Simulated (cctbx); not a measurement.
**Occupancies in Sb4W**

Cell a = 7.2710 Å, b = 10.7920 Å, c = 12.5690 Å, α = 90.00°, β = 90.00°, γ = 90.00°; space group Pbca (no. 61); nominal formula Sb4W.

Simulated single-crystal data (cctbx): Cu Kα, λ = 1.54184 Å, to d = 0.83 Å, 70 % of the full sphere, strongest reflection 40000 counts, noise from counting, a 6 % proportional error and a noise floor of 8 counts (s.d.); no absorption.

With every site full:

```text
Rint 0.049, 901 unique reflections to 0.83 A
cycle     R1     wR2    GooF  max shift (A)
   1  0.1507  0.3541   8.214   0.00246
   2  0.0397  0.1149   2.666   0.00001
final R1 0.0397 wR2 0.1149 GooF 2.666  parameters 45  data/parameter 20.0
atom        x        y        z      Ueq    occ   su(xyz)  su(Uiso or U11)
W1     0.11479  0.11185  0.07341   0.0010  1.000  0.00011  0.0004
Sb1    0.24855  0.04100  0.41627   0.0006  1.000  0.00014  0.0006
Sb2    0.68947  0.94845  0.26603   0.0025  1.000  0.00015  0.0006
Sb3    0.57385  0.28653  0.26411   0.0011  1.000  0.00015  0.0006
Sb4    0.48917  0.21086  0.06671   0.0169  1.000  0.00022  0.0008
difference map: max 3.36 min -6.30 rms 0.82
Q1    0.0847  0.1280  0.0689    8    3.43  0.29 A from W1
Q2    0.1014  0.2292  0.7299    8    2.81  0.27 A from Sb3
Q3    0.0390  0.6347  0.1274    8    2.45  1.14 A from Sb4
Q4    0.2090  0.5454  0.7336    8    2.39  0.16 A from Sb2
Q5    0.2570  0.0516  0.3901    8    2.28  0.35 A from Sb1
Q6    0.0689  0.6918  0.5878    8    2.02  1.16 A from Sb4
```

With the occupancies of the suspect sites free, each still typed as its main element:

```text
Rint 0.049, 901 unique reflections to 0.83 A
cycle     R1     wR2    GooF  max shift (A)
   1  0.1123  0.2902   6.737   0.00133
   8  0.0161  0.0393   0.913   0.00001
final R1 0.0160 wR2 0.0393 GooF 0.912  parameters 46  data/parameter 19.6
atom        x        y        z      Ueq    occ   su(xyz)  su(Uiso or U11)
W1     0.11478  0.11186  0.07338   0.0033  1.000  0.00004  0.0002
Sb1    0.24856  0.04100  0.41616   0.0028  1.000  0.00005  0.0002
Sb2    0.68974  0.94854  0.26600   0.0047  1.000  0.00005  0.0002
Sb3    0.57420  0.28649  0.26407   0.0032  1.000  0.00005  0.0002
Sb4    0.48918  0.21090  0.06663   0.0034  0.750  0.00007  0.0003
su of occupancy Sb4: 0.003
difference map: max 1.32 min -1.27 rms 0.32
Q1    0.1913  0.6395  0.4717    8    1.39  1.35 A from Sb1
Q2    0.1084  0.1374  0.9844    8    1.33  1.15 A from W1
Q3    0.0395  0.6242  0.1265    8    1.21  1.22 A from Sb4
Q4    0.0162  0.0762  0.2967    8    1.14  2.03 A from Sb2
Q5    0.1204  0.7146  0.8452    8    1.13  1.74 A from Sb3
Q6    0.1463  0.7183  0.0600    8    1.07  0.99 A from Sb4
```

**Question.** What is the disorder?

X-rays count electrons. Sb4 refines to 0.750(0.003), or 38.2 electrons; the site truly holds 0.75 Sb, 38.2 electrons, which is 0.750 of Sb. A value under 1 can't tell vacancies from a lighter guest, and one over 1 needs a heavier guest; chemistry or a second radiation must settle which. Occupancy correlates with U and the scale, so the match is approximate.

Freeing them takes R1 from 0.0397 to 0.0160 and GooF from 2.67 to 0.91.

This is a model crystal, built by substitution and not relaxed, with assumed displacement parameters.

[Middle refinement cycles are left out of these outputs.]

[Logs are printed without paths, hosts, clocks, repeated set-up lines and the standing remarks that a program may print on its own settings, such as how far it seeks lower states.]
